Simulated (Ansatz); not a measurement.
# Rb on Pd(100): change of the work function, part 2 of 2

How does one ordered layer of Rb (hollow site) change the work function of Pd(100), and what dipole does each adsorbate carry?

Ansatz 0.2.0; plane-wave DFT, PBE, Ansatz PAW (the session's first sound run).

So far, work function, upper face (eV): step 2 (the clean slab) 5.10; step 3 (adsorbate added) 1.51; step 5 (the covered slab, atoms frozen) 1.52; step 6 (the substrate alone) 5.10; step 7 (the adsorbate layer alone) 2.38.

## 9. The same run with other settings: hamiltonian.hubbard

This step: plane-wave DFT, PBE, Ansatz PAW, but for the change named below (Ansatz 0.2.0).

System of this step: Rb/Pd(100). The cell holds 17 atoms: 16 Pd and 1 Rb. Its edges and angles: a = 5.501 Å, b = 5.501 Å, c = 27.161 Å, α = 90.0°, β = 90.0°, γ = 90.0°. Vacuum lies along c.

A run with a changed input: it repeats the earlier run at 0.25 ML with hamiltonian.hubbard to sites: [species: Pd, l: d, u_eff: 4.0], double_counting: amf; its output block differs too.

File input.yaml:

```yaml
crystal:
  lattice:
    - [5.5012907576, 0.0, 0.0]
    - [0.0, 5.5012907576, 0.0]
    - [0.0, 0.0, 27.161201975]
  atoms:
    - { symbol: Pd, position: [0.25, 0.25, 0.331354997] }
    - { symbol: Pd, position: [0.0, 0.0, 0.4029644936] }
    - { symbol: Pd, position: [0.25, 0.25, 0.4767815372] }
    - { symbol: Pd, position: [0.0, 0.0, 0.5497641076] }
    - { symbol: Pd, position: [0.25, 0.75, 0.331354997] }
    - { symbol: Pd, position: [0.0, 0.5, 0.4029644936] }
    - { symbol: Pd, position: [0.25, 0.75, 0.4767815372] }
    - { symbol: Pd, position: [0.0, 0.5, 0.5497641076] }
    - { symbol: Pd, position: [0.75, 0.25, 0.331354997] }
    - { symbol: Pd, position: [0.5, 0.0, 0.4029644936] }
    - { symbol: Pd, position: [0.75, 0.25, 0.4767815372] }
    - { symbol: Pd, position: [0.5, 0.0, 0.5497641076] }
    - { symbol: Pd, position: [0.75, 0.75, 0.331354997] }
    - { symbol: Pd, position: [0.5, 0.5, 0.4029644936] }
    - { symbol: Pd, position: [0.75, 0.75, 0.4767815372] }
    - { symbol: Pd, position: [0.5, 0.5, 0.5497641076] }
    - { symbol: Rb, position: [0.25, 0.25, 0.668645003] }
kpoints:
  mp_grid: { grid: [6, 6, 1] }
hamiltonian:
  xc: pbe
  hubbard: { sites: [{ species: Pd, l: d, u_eff: 4.0 }], double_counting: amf }
scf:
  occupations: { method: fermi_dirac, width: 0.1 }
  convergence: { dr2_threshold: 1.0e-08 }
efield:
  axis: 3
  dipole_correction: true
  ramp_position: 0.97
  ramp_width: 0.06
relax:
  f_tol: 0.02
  max_steps: 60
  constraints: [{ sites: [0, 1, 4, 5, 8, 9, 12, 13] }]
output:
  bader: true
  dos: { projected: true, e_range: [-8, 4] }
  write_potential: true
  write_density: true
  volumetric_format: npy
```

Run with:

```sh
$ ansatz run input.yaml --threads 4 --pin off --max-ram 6144MiB --backend cpu --events-out ev --progress --plain --runs-dir out
```

Elapsed: 11 min, on 4 threads of Arm Neoverse N1, shared host; peak memory 4.1 GiB; 42 min of CPU time.

The steps of the relaxation:

```
step  energy less that of the first step (eV)  largest force component (eV/Å)
   1                                   0.0000                          0.6742
   2                                  -0.0801                          0.6155
   3                                  -0.1921                          0.4063
   4                                  -0.2429                          0.0785
   5                                  -0.2467                          0.0152
```

Forces are held to the 8 operations that the program found; a distortion that breaks them can't arise in this run.

The atoms that moved most (Å):

```
atom      dx      dy      dz  length
Rb17   0.000   0.000  -0.563   0.563
 Pd4  -0.011  -0.011   0.014   0.021
Pd12   0.011  -0.011   0.014   0.021
 Pd8  -0.011   0.011   0.014   0.021
Pd16   0.011   0.011   0.014   0.021
Pd15   0.000   0.000  -0.017   0.017
 Pd3   0.000   0.000   0.013   0.013
```

The relaxed structure:

```
Pd Rb
1.0
     5.50129    0.00000    0.00000
     0.00000    5.50129    0.00000
     0.00000    0.00000   27.16120
Pd Rb
16 1
Direct
  0.25000 0.25000 0.33135
  0.00000 0.00000 0.40296
  0.25000 0.25000 0.47725
  0.99796 0.99796 0.55027
  0.25000 0.75000 0.33135
  0.00000 0.50000 0.40296
  0.25000 0.75000 0.47681
  0.99796 0.50204 0.55027
  0.75000 0.25000 0.33135
  0.50000 0.00000 0.40296
  0.75000 0.25000 0.47681
  0.50204 0.99796 0.55027
  0.75000 0.75000 0.33135
  0.50000 0.50000 0.40296
  0.75000 0.75000 0.47615
  0.50204 0.50204 0.55027
  0.25000 0.25000 0.64792
```

Read from the output:

| Property | Result |
| --- | --- |
| energy at zero smearing | -114829.0031 eV |
| work function, upper face | 1.520 eV |
| work function, lower face | 5.098 eV |
| dipole along the normal | 0.5984 e·Å |
| step between the vacuum levels | -3.578 eV |

The density of states has structure finer than the step of the table below, so its rows give means over 0.25 eV. Peaks (eV: height): -3.520: 55.7, -2.560: 56.8, -2.470: 61.2, -2.380: 58.9, -2.170: 56.4, -1.620: 95.2, 0.000: 69.4.

The density of states by energy, zero at the Fermi level; means over each step:

```
energy (eV)  density of states (states/eV a cell)
      -6.75                                     0
      -6.50                                 0.100
      -6.25                                  1.14
      -6.00                                  1.17
      -5.75                                  1.34
      -5.50                                  1.46
      -5.25                                  2.19
      -5.00                                  6.60
      -4.75                                  15.6
      -4.50                                  28.1
      -4.25                                  30.1
      -4.00                                  25.0
      -3.75                                  32.2
      -3.50                                  31.3
      -3.25                                  25.2
      -3.00                                  23.8
      -2.75                                  24.4
      -2.50                                  44.5
      -2.25                                  45.4
      -2.00                                  31.0
      -1.75                                  40.3
      -1.50                                  35.2
      -1.25                                  36.2
      -1.00                                  40.1
      -0.75                                  37.6
      -0.50                                  38.4
      -0.25                                  30.3
       0.00                                  30.7
       0.25                                  10.6
       0.50                                  7.85
       0.75                                  7.82
       1.00                                  6.04
       1.25                                  5.50
       1.50                                  6.98
       1.75                                  5.72
```

Projected DOS per atom over height of the atomic layer and energy from the Fermi level. Layers: Pd4 Pd4 Pd4 Pd4 Rb from below.

Ten even steps from '0' (0.00 states/eV) to '9' (2.99 states/eV), each cell a mean:
```
00000
00001
00002
10112
46641
87670
95691
85580
94590
98890
44440
55660
66660
38730
26610
01100
00000
00000
00000
00000
00000
00000
```
Columns: height of the atomic layer (Å) from 9 to 17.6 (not evenly spaced); rows upwards: energy from the Fermi level (eV) from -7.96 to 1.95.

```
                      quantity  this run  earlier run  difference
work function, upper face (eV)     1.520        1.510       0.010
work function, lower face (eV)     5.098        5.100     -0.0025
 dipole along the normal (e·Å)    0.5984       0.6005     -0.0021
```

What moves beyond 0.01 in its unit (for the dipole 0.5 % and 5e-5 e·Å): work function, upper face (+0.0101 eV).

## 10. Varying the input

This step: plane-wave DFT, PBE, Ansatz PAW (Ansatz 0.2.0).

System of this step: Pd(100). The cell holds 4 atoms: 4 Pd. Its edges and angles: a = 2.751 Å, b = 2.751 Å, c = 23.835 Å, α = 90.0°, β = 90.0°, γ = 90.0°. Vacuum lies along c.

An input spoilt on purpose, to show how the run answers: it repeats the earlier run at 0 ML with efield.amplitude to 3.0, and scf.max_iter set to 80.

File input.yaml:

```yaml
crystal:
  lattice:
    - [2.7506453788, 0.0, 0.0]
    - [0.0, 2.7506453788, 0.0]
    - [0.0, 0.0, 23.835]
  atoms:
    - { symbol: Pd, position: [0.5, 0.5, 0.3775959723] }
    - { symbol: Pd, position: [0.0, 0.0, 0.4591986574] }
    - { symbol: Pd, position: [0.5, 0.5, 0.5408013426] }
    - { symbol: Pd, position: [0.0, 0.0, 0.6224040277] }
kpoints:
  mp_grid: { grid: [11, 11, 1] }
hamiltonian:
  xc: pbe
scf:
  occupations: { method: fermi_dirac, width: 0.1 }
  convergence: { dr2_threshold: 1.0e-08 }
  max_iter: 80
efield:
  axis: 3
  dipole_correction: true
  ramp_position: 0.97
  ramp_width: 0.06
  amplitude: 3.0
relax:
  f_tol: 0.02
  max_steps: 60
  constraints: [{ sites: [0, 1] }]
output:
  write_potential: true
  write_density: true
  volumetric_format: npy
```

Run time: 30 s. Hardware: 4 threads; peak memory 0.51 GiB; 1.9 min of CPU time.

```csv
quantity,this run,earlier run,difference
dipole along the normal (e·Å),1.165,-1.27e-4,1.2
```

The applied field differs between the two, so the dipoles differ in any case.

In so strong a field the program warns of density in the ramp of the sawtooth; these numbers are not the system's.

## 11. What came out

```json
{"work function of the clean face": "5.10 eV", "work function at 0.25 ML": "1.51 eV", "dipole per adsorbate at 0.25 ML, positive end outwards": "2.89 D", "step of the potential from the moved charge at 0.25 ML, upper less lower side, atoms held": "-3.59 eV"}
```

What this shows: Rb lowers the work function of Pd(100) at the lowest coverage, by 3.59 eV: the adsorbate layer has its positive end outwards. One coverage alone was completed, so no trend follows. The slab has 4 layers, at the tabulated experimental lattice constant, one starting site was run, and quantum-size effects of a slab this thin can reach one or two tenths of an eV.

[Long decimals in the printed logs are rounded to 6 places.]

[Logs are printed without paths, hosts, clocks, repeated set-up lines and the standing remarks that a program may print on its own settings, such as how far it seeks lower states.]

[Hosts, paths, dates, database ids (printed as entryN), source tags and the programs' standing remarks are cut or masked in the printed files.]

[Maps of the electrostatic potential energy from Ansatz leave out the sawtooth potential of an applied field or a dipole correction, so their vacuum need not be flat; planar profiles and work functions include it.]

[The density of states shown here was stored with 400 of the rows of the run's finer table, so its peaks can read low, often by over a quarter, or be missed, and its means over a window can be off by a tenth or more.]
